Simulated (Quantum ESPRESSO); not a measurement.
# Near-edge structure at the N K edge of TiIN (Pmmn), part 2 of 4

What does one-electron theory with a core hole give for the N K edge of TiIN (Pmmn)?

Quantum ESPRESSO 7.5; X-ray absorption near-edge structure, plane-wave PAW LDA, one-electron final states by a Lanczos continued fraction.

So far. Step 2 (The field without a hole): The mesh shows no gap, so the system is treated as a metal and the core electron is put at the Fermi level (neutral cell). Step 3 (Spectrum without a core hole, N atom 5): Main maxima below 24 eV (height): 2.9 eV (1.82), 5.2 eV (1.61), 7.0 eV (1.18), 13.4 eV (1.00), 16.3 eV (0.98) and 18.2 eV (1.01).

## (6) The atom with a core hole

Level of this step: all-electron atom with a core hole and its PAW potential, LDA, scalar-relativistic (Quantum ESPRESSO).

The frozen core must hold the hole, so the absorber gets a data set of its own.

N.lda-n-kjpaw-1sch.ld1.in

```
&input
   title='N', zed=7., rel=1, iswitch=3, dft='PZ',
   config='1s1 2s2 2p4'
/
&inputp
   file_pseudopw='N.lda-n-kjpaw-1sch.UPF', author='',
   lpaw=.true.,
   pseudotype=3,
   lloc=-1,
   rcloc=1.2,
   which_augfun='PSQ',
   rmatch_augfun_nc=.true.,
   nlcc=.true.,
   new_core_ps=.true.,
   rcore=0.7,
   tm=.true.,
   zval=6,
   lgipaw_reconstruction=.true., use_paw_as_gipaw=.true.
/
4
2S  1  0  2.00  0.00  1.00  1.30  0.0
2S  1  0  0.00  2.00  1.00  1.30  0.0
2P  2  1  4.00  0.00  0.90  1.35  0.0
2P  2  1  0.00  0.05  0.90  1.35  0.0
```

The run is started by

```bash
> ld1.x < N.lda-n-kjpaw-1sch.ld1.in > N.lda-n-kjpaw-1sch.ld1.out
```

Log:

```text
     [... banner and references ...]
PAW data will be used for GIPAW calculation
     --------------------------- All-electron run ----------------------------

     N
     scalar relativistic calculation

     atomic number is  7.00
     dft =PZ   lsd =0 sic =0 latt =0  beta=0.20 tr2=1.0E-14
     Exchange-correlation= PZ
                           (   1   1   0   0   0   0   0)
     mesh =1085 r(mesh) =  99.89202 a.u. xmin = -7.00 dx = 0.01250
     1 Ry =  13.60569312 eV, c = 137.03599908

     n l     nl                  e(Ry)          e(Ha)          e(eV)
     1 0     1S 1( 1.00)       -31.8956       -15.9478      -433.9621
     2 0     2S 1( 2.00)        -1.5336        -0.7668       -20.8657
     2 1     2P 1( 4.00)        -0.7138        -0.3569        -9.7113

     final scf error:  8.4E-15 reached in  29 iterations

     Etot =     -78.736597 Ry,     -39.368299 Ha,   -1071.265979 eV

     Ekin =      78.255213 Ry,      39.127607 Ha,    1064.716416 eV
     Encl =    -191.187980 Ry,     -95.593990 Ha,   -2601.244983 eV
     Eh   =      44.001144 Ry,      22.000572 Ha,     598.666061 eV
     Exc  =      -9.804974 Ry,      -4.902487 Ha,    -133.403472 eV

     normalization and overlap integrals

     s(1S/1S) =  1.000000  <r> =   0.2216  <r2> =    0.0661  r(max) =   0.1447
     s(1S/2S) = -0.000183
     s(2S/2S) =  1.000000  <r> =   1.2273  <r2> =    1.8348  r(max) =   0.9315
     s(2P/2P) =  1.000000  <r> =   1.2535  <r2> =    2.0803  r(max) =   0.8119

     ------------------------ End of All-electron run ------------------------

     --------------------- Generating PAW atomic setup --------------------

      Generating local potential from pseudized AE potential:
      Matching radius rcloc =   1.2000

[...]
(   1   1   0   0   0   0   0)
     mesh =1085 r(mesh) =  99.89202 a.u. xmin = -7.00 dx = 0.01250
     1 Ry =  13.60569312 eV, c = 137.03599908

     n l     nl                  e(Ry)          e(Ha)          e(eV)
[...]
final scf error:  8.4E-15 reached in  29 iterations

     Etot =     -78.736597 Ry,     -39.368299 Ha,   -1071.265979 eV

     Ekin =      78.255213 Ry,      39.127607 Ha,    1064.716416 eV
     Encl =    -191.187980 Ry,     -95.593990 Ha,   -2601.244983 eV
     Eh   =      44.001144 Ry,      22.000572 Ha,     598.666061 eV
     Exc  =      -9.804974 Ry,      -4.902487 Ha,    -133.403472 eV

     normalization and overlap integrals

     s(1S/1S) =  1.000000  <r> =   0.2216  <r2> =    0.0661  r(max) =   0.1447
     s(1S/2S) = -0.000183
     s(2S/2S) =  1.000000  <r> =   1.2273  <r2> =    1.8348  r(max) =   0.9315
     s(2P/2P) =  1.000000  <r> =   1.2535  <r2> =    2.0803  r(max) =   0.8119

     ------------------------ End of All-electron run ------------------------

     ---------------------- Testing the pseudopotential ----------------------

     N
     scalar relativistic calculation

     atomic number is  7.00   valence charge is  6.00
     dft = SLA  PZ   NOGX NOGC   lsd =0 sic =0 latt =0  beta=0.20 tr2=1.0E-14
     mesh =1085 r(mesh) =  99.89202 xmin = -7.00 dx = 0.01250

     n l     nl             e AE (Ry)        e PS (Ry)    De AE-PS (Ry)
     1 0     2S   1( 2.00)       -1.53360       -1.53361        0.00001
     2 1     2P   1( 4.00)       -0.71377       -0.71377        0.00001

     eps = 2.1E-17  iter =  4

     Etot =     -78.736597 Ry,     -39.368299 Ha,   -1071.265979 eV
     Etotps =   -33.992339 Ry,     -16.996170 Ha,    -462.489336 eV

     Ekin =      31.584090 Ry,      15.792045 Ha,     429.723436 eV
     Encl =     -82.557208 Ry,     -41.278604 Ha,   -1123.248041 eV
     Ehrt =      26.785749 Ry,      13.392875 Ha,     364.438688 eV
     Ecxc =      -9.804970 Ry,      -4.902485 Ha,    -133.403420 eV
     (Ecc =      -0.141364 Ry,      -0.070682 Ha,      -1.923351 eV)

     ---------------------- End of pseudopotential test ----------------------
```

Wall time 0.62 s (1 MPI rank of Arm Neoverse V1, shared host); peak memory 0.16 GiB.

Removing the core electron and adding it to the valence shell costs the free atom 399.6 eV.

## (7) Supercell with XCH, N atom 5

The holes are 5.3 Å apart. The excited electron is kept in the cell, where it fills the lowest empty states and screens the hole.

scf.in

```
&control
   calculation='scf', prefix='x', pseudo_dir='../pp', outdir='tmp', tprnfor=.true.
/
&system
   ibrav=0, nat=12, ntyp=4, nbnd=60
   ecutwfc=52, ecutrho=560
   occupations='smearing', smearing='mv', degauss=0.015
/
&electrons
   conv_thr=1.2e-07, electron_maxstep=120
   mixing_beta=0.5
/
ATOMIC_SPECIES
I 1.0 I.lda-n-kjpaw.UPF
Ti 1.0 Ti.lda-spn-kjpaw.UPF
N0 1.0 N.lda-n-kjpaw-1sch.UPF
N 1.0 N.lda-n-kjpaw.UPF
CELL_PARAMETERS angstrom
  -3.51500000 3.94100000 0.00000000
  -3.51500000 -3.94100000 0.00000000
  3.51500000 0.00000000 8.95500000
ATOMIC_POSITIONS crystal
I    0.34250000 0.34250000 0.68500000
I    0.84250000 0.84250000 0.68500000
I    0.15750000 0.65750000 0.31500000
I    0.65750000 0.15750000 0.31500000
Ti   0.21000000 0.21000000 0.92000000
Ti   0.71000000 0.71000000 0.92000000
Ti   0.29000000 0.79000000 0.08000000
Ti   0.79000000 0.29000000 0.08000000
N0   0.01500000 0.01500000 0.03000000
N    0.51500000 0.51500000 0.03000000
N    0.48500000 0.98500000 0.97000000
N    0.98500000 0.48500000 0.97000000
K_POINTS automatic
5 5 5 0 0 0
```

The run is started by

```bash
> OMP_NUM_THREADS=1 mpirun --oversubscribe --bind-to none -np 4 pw.x -nk 4 -in scf.in > scf.out
```

Log:

```text
     [... banner and references ...]
[banner, memory and clock lines left out]
using ibrav=0 with symmetry is DISCOURAGED, use correct ibrav instead

     G-vector sticks info

     bravais-lattice index     =            0
     lattice parameter (alat)  =       9.9792  a.u.
     unit-cell volume          =    1674.2640 (a.u.)^3
     number of atoms/cell      =           12
     number of atomic types    =            4
     number of electrons       =        97.00
     number of Kohn-Sham states=           60
     kinetic-energy cutoff     =      52.0000  Ry
     charge density cutoff     =     560.0000  Ry
     scf convergence threshold =      1.2E-07
     mixing beta               =       0.5000
     number of iterations used =            8  plain     mixing
     Exchange-correlation= SLA  PZ   NOGX NOGC
                           (   1   1   0   0   0   0   0)

     celldm(1)=   9.979240  celldm(2)=   0.000000  celldm(3)=   0.000000
     celldm(4)=   0.000000  celldm(5)=   0.000000  celldm(6)=   0.000000

     crystal axes: (cart. coord. in units of alat)
               a(1) = (  -0.665621   0.746290   0.000000 )
               a(2) = (  -0.665621  -0.746290   0.000000 )
               a(3) = (   0.665621   0.000000   1.695770 )

     reciprocal axes: (cart. coord. in units 2 pi/alat)
               b(1) = ( -0.751179  0.669981  0.294851 )
               b(2) = ( -0.751179 -0.669981  0.294851 )
               b(3) = (  0.000000  0.000000  0.589703 )

     ../pp/I.lda-n-kjpaw.UPF
     Pseudo is Projector augmented-wave + core cor, Zval =  7.0
     Shape of augmentation charge: PSQ
     Using radial grid of 1247 points,  6 beta functions with:
[...]
End of self-consistent calculation

          k = 0.0000 0.0000 0.0000 ( 10593 PWs)   bands (ev):

   -49.7750 -49.7395 -49.7269 -49.7044 -26.5839 -26.4796 -26.4720 -26.4428
   -26.4346 -26.3930 -26.3637 -26.3347 -26.2094 -26.1891 -26.1502 -26.1354
    -9.4429  -7.1830  -6.1475  -5.9352  -5.8673  -5.8148  -4.9271  -4.9244
     0.2886   0.4666   1.1382   2.0678   2.0782   2.5801   2.7975   2.8280
     3.2241   3.3907   3.4558   3.7963   3.9644   4.1370   4.7149   4.7487
     4.8401   5.0435   5.4904   5.5558   5.5700   6.0304   6.2256   6.8833
     7.0555   8.1221   8.2024   8.4099   8.7273   8.9206   8.9440   9.1323
     9.4447   9.5592   9.6372   9.8044

     [... bands of 26 further k-points ...]

     the Fermi energy is     7.9845 ev

!    total energy              =   -2307.02552650 Ry
     total all-electron energy =    -64108.258891 Ry
     estimated scf accuracy    <       0.00000002 Ry
     smearing contrib. (-TS)   =      -0.00380583 Ry
     internal energy E=F+TS    =   -2307.02172067 Ry

     The total energy is F=E-TS. E is the sum of the following terms:
     one-electron contribution =    -730.83787315 Ry
     hartree contribution      =     403.89122469 Ry
     xc contribution           =    -161.14753580 Ry
     ewald contribution        =    -207.56576864 Ry
     one-center paw contrib.   =   -1611.36176777 Ry

     convergence has been achieved in  17 iterations

     Forces acting on atoms (cartesian axes, Ry/au):

     atom    1 type  1   force =    -0.00000000    0.00000000   -0.01099822
     atom    2 type  1   force =    -0.00000000    0.00000000   -0.01858416
     atom    3 type  1   force =     0.00000000    0.00000000    0.01816074
[...]
atom   11 type  4   force =    -0.00000000    0.00000000   -0.00390334
     atom   12 type  4   force =    -0.00000000    0.00000000   -0.00390334

     Total force =     0.128098     Total SCF correction =     0.000315

     XML data file, charge density, pseudopotentials, collected wavefunctions
```

Wall time 3.7 min (4 MPI ranks); peak memory 0.58 GiB.

Energy with the hole: -872237.297 eV, cores included.

(Continued in part 3 of 4.)

[Banner, clock and machine lines of the logs are left out without a mark of their own.]

[Logs are printed without paths, hosts, clocks, repeated set-up lines and the standing remarks that a program may print on its own settings, such as how far it seeks lower states.]

[Hosts, paths, dates, database ids (printed as entryN), source tags and the programs' standing remarks are cut or masked in the printed files.]

[Lists of maxima count a maximum above −3 eV only where it reaches 4 % of the highest in the window and stands out from its surroundings by 2 % of it (1.5 % where it reaches 55 %); shoulders and weaker maxima are passed over, and of the rest the first, up to two pre-edge ones and the few strongest are named.]
